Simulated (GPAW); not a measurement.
**MnSe monolayer: cost and accuracy of the plane-wave cutoff**

Two starts of MnSe monolayer are run at each rung of the plane-wave cutoff. Which rung is enough?

Program: GPAW 26.7.0. Level of theory: LDA with U = 4 eV on Mn d; plane waves with GPAW's PAW setups, scalar-relativistic. Values are calculated unless marked as measured.

This is a report of a sequence of runs, with the program logs left out and the cost of each run kept.

## (1) The structure

The cell holds 4 atoms: 2 Mn and 2 Se. Cell: a = 3.613 Å, b = 3.613 Å, c = 18.119 Å, α = 90.0°, β = 90.0°, γ = 90.0°. It derives from MnSe. one layer cut from the bulk crystal, unrelaxed, 15 A of vacuum. Vacuum lies along c.

## (2) Rung 1 (250 eV), start ferro ++

The ladder starts at a low cutoff and climbs, to see from where on the results stand still.

The input, order1.py:

```python
import json
import numpy as np
from ase import Atoms
from ase.parallel import paropen, parprint
from gpaw import GPAW

atoms = Atoms(['Mn', 'Mn', 'Se', 'Se'],
    cell=[[3.613289, 0.0, 0.0],
         [0.0, 3.613289, 0.0],
         [0.0, 0.0, 18.119218]],
    scaled_positions=[[0.0, 0.0, 0.5],
         [0.5, 0.5, 0.5],
         [0.5, 0.0, 0.413925],
         [0.0, 0.5, 0.586075]],
    pbc=True,
    magmoms=[4.5, 4.5, 0.0, 0.0])
atoms.calc = GPAW(mode={'name': 'pw', 'ecut': 250},
    xc='LDA',
    kpts={'size': (6, 6, 1), 'gamma': True},
    occupations={'name': 'fermi-dirac', 'width': 0.05},
    convergence={'density': 1e-05, 'energy': 1e-05},
    maxiter=200,
    setups={'Mn': ':d,4.0'},
    symmetry={'tolerance': 1e-4},
    txt='order1.txt')
e = atoms.get_potential_energy(force_consistent=True)
res = {'free_energy': e, 'energy_sigma0': atoms.get_potential_energy(), 'fermi_energy': atoms.calc.get_fermi_level()}
res['moments'] = atoms.get_magnetic_moments().tolist()
res['total'] = atoms.get_magnetic_moment()
parprint('site moments (muB):', np.round(res['moments'], 3))
parprint(f"total moment: {res['total']:.3f} muB")
parprint(f'free energy: {e:.6f} eV')
atoms.calc.write('order1.gpw')
with paropen('results.json', 'w') as f:
    json.dump(res, f)
```

On the command line:

```console
$ OMP_NUM_THREADS=1 mpirun -n 2 gpaw python order1.py > order1.log
```

Elapsed: 10 s, on 2 MPI ranks of Intel Xeon Platinum 8488C (Sapphire Rapids), shared host; peak memory 0.39 GiB; 20 s of CPU time.

Spin moment in the augmentation sphere by atom:

```tsv
atom	spin moment in the augmentation sphere (μB)
Mn1	4.08
Mn2	4.08
Se3	0.04
Se4	0.04
```

Read from the output:

* magnetization: 9.110 μB
* final state: ferromagnetic

After 14 cycles the largest moment stands at 4.08 μB.

## (3) Rung 1 (250 eV), start antiferro +-

The second start gives the energy difference between the two end states, the quantity that is followed up the ladder.

order2.py is the script of step 2 with these lines changed:

```diff
@@ -15,3 +15,3 @@
     pbc=True,
-    magmoms=[4.5, 4.5, 0.0, 0.0])
+    magmoms=[4.5, -4.5, 0.0, 0.0])
 atoms.calc = GPAW(mode={'name': 'pw', 'ecut': 250},
@@ -24,3 +24,3 @@
     symmetry={'tolerance': 1e-4},
-    txt='order1.txt')
+    txt='order2.txt')
 e = atoms.get_potential_energy(force_consistent=True)
@@ -32,3 +32,3 @@
 parprint(f'free energy: {e:.6f} eV')
-atoms.calc.write('order1.gpw')
+atoms.calc.write('order2.gpw')
 with paropen('results.json', 'w') as f:
```

On the command line:

```console
$ OMP_NUM_THREADS=1 mpirun -n 2 gpaw python order2.py > order2.log
```

It took 10 s on 2 MPI ranks; peak memory 0.39 GiB.

Spin moment in the augmentation sphere by atom:

```tsv
atom	spin moment in the augmentation sphere (μB)
Mn1	3.92
Mn2	-3.92
Se3	0.00
Se4	0.00
```

This step gave:

| Property | Result |
| --- | --- |
| magnetization | 0 μB |
| final state | antiferromagnetic |

This start lies -741.9 meV a seeded atom from the first; its largest moment is 3.92 μB.

## (4) Rung 2 (325 eV), start ferro ++

order1.py is the script of step 2 with these lines changed:

```diff
@@ -16,3 +16,3 @@
     magmoms=[4.5, 4.5, 0.0, 0.0])
-atoms.calc = GPAW(mode={'name': 'pw', 'ecut': 250},
+atoms.calc = GPAW(mode={'name': 'pw', 'ecut': 325},
     xc='LDA',
```

On the command line:

```console
$ OMP_NUM_THREADS=1 mpirun -n 2 gpaw python order1.py > order1.log
```

It took 15 s on 2 MPI ranks; peak memory 0.44 GiB.

Numbers from this step:

| Quantity | Value |
| --- | --- |
| magnetization | 9.121 μB |
| final state | ferromagnetic |
| largest moment | 4.090 μB |

The largest moment moves by +0.01 μB from rung 1, at 1.5 times its CPU time.

## (5) Rung 2 (325 eV), start antiferro +-

order2.py is the script of step 3 with these lines changed:

```diff
@@ -16,3 +16,3 @@
     magmoms=[4.5, -4.5, 0.0, 0.0])
-atoms.calc = GPAW(mode={'name': 'pw', 'ecut': 250},
+atoms.calc = GPAW(mode={'name': 'pw', 'ecut': 325},
     xc='LDA',
```

On the command line:

```console
$ OMP_NUM_THREADS=1 mpirun -n 2 gpaw python order2.py > order2.log
```

It took 15 s on 2 MPI ranks; peak memory 0.44 GiB; 29 s of CPU time.

This step gave:

```
magnetization  : 0 μB
final state    : antiferromagnetic
largest moment : 3.926 μB
```

This start lies -738.3 meV a seeded atom from the first, a change of +3.6 meV since rung 1; its largest moment is 3.93 μB.

## (6) Rung 3 (400 eV), start ferro ++

order1.py is the script of step 4 with these lines changed:

```diff
@@ -16,3 +16,3 @@
     magmoms=[4.5, 4.5, 0.0, 0.0])
-atoms.calc = GPAW(mode={'name': 'pw', 'ecut': 325},
+atoms.calc = GPAW(mode={'name': 'pw', 'ecut': 400},
     xc='LDA',
```

On the command line:

```console
$ OMP_NUM_THREADS=1 mpirun -n 2 gpaw python order1.py > order1.log
```

Run time: 22 s. Hardware: 2 MPI ranks; peak memory 0.5 GiB.

This step gave:

* magnetization: 9.135 μB
* final state: ferromagnetic
* largest moment: 4.099 μB

The largest moment moves by +0.01 μB from rung 2, at 1.5 times its CPU time.

## (7) Rung 3 (400 eV), start antiferro +-

order2.py is the script of step 5 with these lines changed:

```diff
@@ -16,3 +16,3 @@
     magmoms=[4.5, -4.5, 0.0, 0.0])
-atoms.calc = GPAW(mode={'name': 'pw', 'ecut': 325},
+atoms.calc = GPAW(mode={'name': 'pw', 'ecut': 400},
     xc='LDA',
```

On the command line:

```console
$ OMP_NUM_THREADS=1 mpirun -n 2 gpaw python order2.py > order2.log
```

It took 22 s on 2 MPI ranks; peak memory 0.49 GiB; 43 s of CPU time.

This step gave:

* magnetization: 0 μB
* final state: antiferromagnetic
* largest moment: 3.933 μB

This start lies -735.1 meV a seeded atom from the first, a change of +3.2 meV since rung 2; its largest moment is 3.93 μB.

## (8) Rung 4 (500 eV), start ferro ++

order1.py is the script of step 6 with these lines changed:

```diff
@@ -16,3 +16,3 @@
     magmoms=[4.5, 4.5, 0.0, 0.0])
-atoms.calc = GPAW(mode={'name': 'pw', 'ecut': 400},
+atoms.calc = GPAW(mode={'name': 'pw', 'ecut': 500},
     xc='LDA',
```

On the command line:

```console
$ OMP_NUM_THREADS=1 mpirun -n 2 gpaw python order1.py > order1.log
```

It took 26 s on 2 MPI ranks; peak memory 0.58 GiB; 52 s of CPU time.

Read from the output:

* magnetization: 9.139 μB
* final state: ferromagnetic
* largest moment: 4.102 μB

The largest moment is that of rung 3, at 1.2 times its CPU time.

## (9) Rung 4 (500 eV), start antiferro +-

order2.py is the script of step 7 with these lines changed:

```diff
@@ -16,3 +16,3 @@
     magmoms=[4.5, -4.5, 0.0, 0.0])
-atoms.calc = GPAW(mode={'name': 'pw', 'ecut': 400},
+atoms.calc = GPAW(mode={'name': 'pw', 'ecut': 500},
     xc='LDA',
```

On the command line:

```console
$ OMP_NUM_THREADS=1 mpirun -n 2 gpaw python order2.py > order2.log
```

Elapsed: 25 s, on 2 MPI ranks; peak memory 0.57 GiB; 49 s of CPU time.

Numbers from this step:

```yaml
magnetization: 0 μB
final_state: antiferromagnetic
largest_moment: 3.934 μB
```

This start lies -734.3 meV a seeded atom from the first, a change of +0.8 meV since rung 3; its largest moment is 3.93 μB.

## (10) Rung 5 (650 eV), start ferro ++

order1.py is the script of step 8 with these lines changed:

```diff
@@ -16,3 +16,3 @@
     magmoms=[4.5, 4.5, 0.0, 0.0])
-atoms.calc = GPAW(mode={'name': 'pw', 'ecut': 500},
+atoms.calc = GPAW(mode={'name': 'pw', 'ecut': 650},
     xc='LDA',
```

On the command line:

```console
$ OMP_NUM_THREADS=1 mpirun -n 2 gpaw python order1.py > order1.log
```

The job ended after 48 s (2 MPI ranks; peak memory 0.73 GiB; 95 s of CPU time).

Numbers from this step:

- magnetization: 9.139 μB
- final state: ferromagnetic
- largest moment: 4.102 μB

The largest moment is that of rung 4, at 1.8 times its CPU time.

## (11) Rung 5 (650 eV), start antiferro +-

order2.py is the script of step 9 with these lines changed:

```diff
@@ -16,3 +16,3 @@
     magmoms=[4.5, -4.5, 0.0, 0.0])
-atoms.calc = GPAW(mode={'name': 'pw', 'ecut': 500},
+atoms.calc = GPAW(mode={'name': 'pw', 'ecut': 650},
     xc='LDA',
```

On the command line:

```console
$ OMP_NUM_THREADS=1 mpirun -n 2 gpaw python order2.py > order2.log
```

The job ended after 45 s (2 MPI ranks; peak memory 0.72 GiB; 90 s of CPU time).

This step gave:

```
magnetization  : 0 μB
final state    : antiferromagnetic
largest moment : 3.935 μB
```

This start lies -734.2 meV a seeded atom from the first, a change of +0.1 meV since rung 4; its largest moment is 3.93 μB.

## (12) Rung 6 (800 eV), start ferro ++

order1.py is the script of step 10 with these lines changed:

```diff
@@ -16,3 +16,3 @@
     magmoms=[4.5, 4.5, 0.0, 0.0])
-atoms.calc = GPAW(mode={'name': 'pw', 'ecut': 650},
+atoms.calc = GPAW(mode={'name': 'pw', 'ecut': 800},
     xc='LDA',
```

On the command line:

```console
$ OMP_NUM_THREADS=1 mpirun -n 2 gpaw python order1.py > order1.log
```

It took 57 s on 2 MPI ranks; peak memory 0.83 GiB.

Numbers from this step:

```yaml
magnetization: 9.139 μB
final_state: ferromagnetic
largest_moment: 4.102 μB
```

The largest moment is that of rung 5, at 1.2 times its CPU time.

## (13) Rung 6 (800 eV), start antiferro +-

order2.py is the script of step 11 with these lines changed:

```diff
@@ -16,3 +16,3 @@
     magmoms=[4.5, -4.5, 0.0, 0.0])
-atoms.calc = GPAW(mode={'name': 'pw', 'ecut': 650},
+atoms.calc = GPAW(mode={'name': 'pw', 'ecut': 800},
     xc='LDA',
```

On the command line:

```console
$ OMP_NUM_THREADS=1 mpirun -n 2 gpaw python order2.py > order2.log
```

Elapsed: 56 s, on 2 MPI ranks; peak memory 0.82 GiB.

This step gave:

```yaml
magnetization: 0 μB
final_state: antiferromagnetic
largest_moment: 3.935 μB
```

This start lies -734.2 meV a seeded atom from the first, a change of +0.0 meV since rung 5; its largest moment is 3.93 μB.

## (14) The rungs together

Ladder, by row:

```tsv
rung	cutoff (eV)	state from the first start	state from the second start	second less first (meV a seeded atom)	moment, first (μB)	moment, second (μB)	CPU time (s)
1	250	ferromagnetic	antiferromagnetic	-741.9	4.083	3.92	40.51
2	325	ferromagnetic	antiferromagnetic	-738.3	4.09	3.926	59.75
3	400	ferromagnetic	antiferromagnetic	-735.1	4.099	3.933	87.13
4	500	ferromagnetic	antiferromagnetic	-734.3	4.102	3.934	101.2
5	650	ferromagnetic	antiferromagnetic	-734.2	4.102	3.935	185.6
6	800	ferromagnetic	antiferromagnetic	-734.2	4.102	3.935	225.2
```

## (15) Results

| Quantity | Value |
| --- | --- |
| range of the moment in the table, second start | 3.92 to 3.93 μB |
| range of CPU time | 41 s to 3.8 min |
| range of the energy difference | -742 to -734 meV a seeded atom |

Under a U these runs may have ended in unlike orbital states: their energies lie far apart for exchange between like ions, or the runs differ in kind. The occupations were not compared, so the differences can't be taken as exchange energies.

[Long decimals in the printed logs are rounded to 6 places.]

[Logs and program files are shortened in this print: banners, set-up blocks, solver, clock and traceback lines can be left out without a mark of their own.]

[Logs are printed without paths, hosts, clocks, repeated set-up lines and the standing remarks that a program may print on its own settings, such as how far it seeks lower states.]

[Hosts, paths, dates, database ids (printed as entryN), source tags and the programs' standing remarks are cut or masked in the printed files.]

[Where the starting crystal was built by hand or by swapping elements, it need not be the compound's stable phase.]

[Where a cell is said to come from a database of computed structures, the database is the Materials Project.]

[Runs that the program refused, that were killed for memory or that had too few empty states are not shown or counted.]

[Lattice constants of own cells that a recipe calls measured were typed without a cited source.]
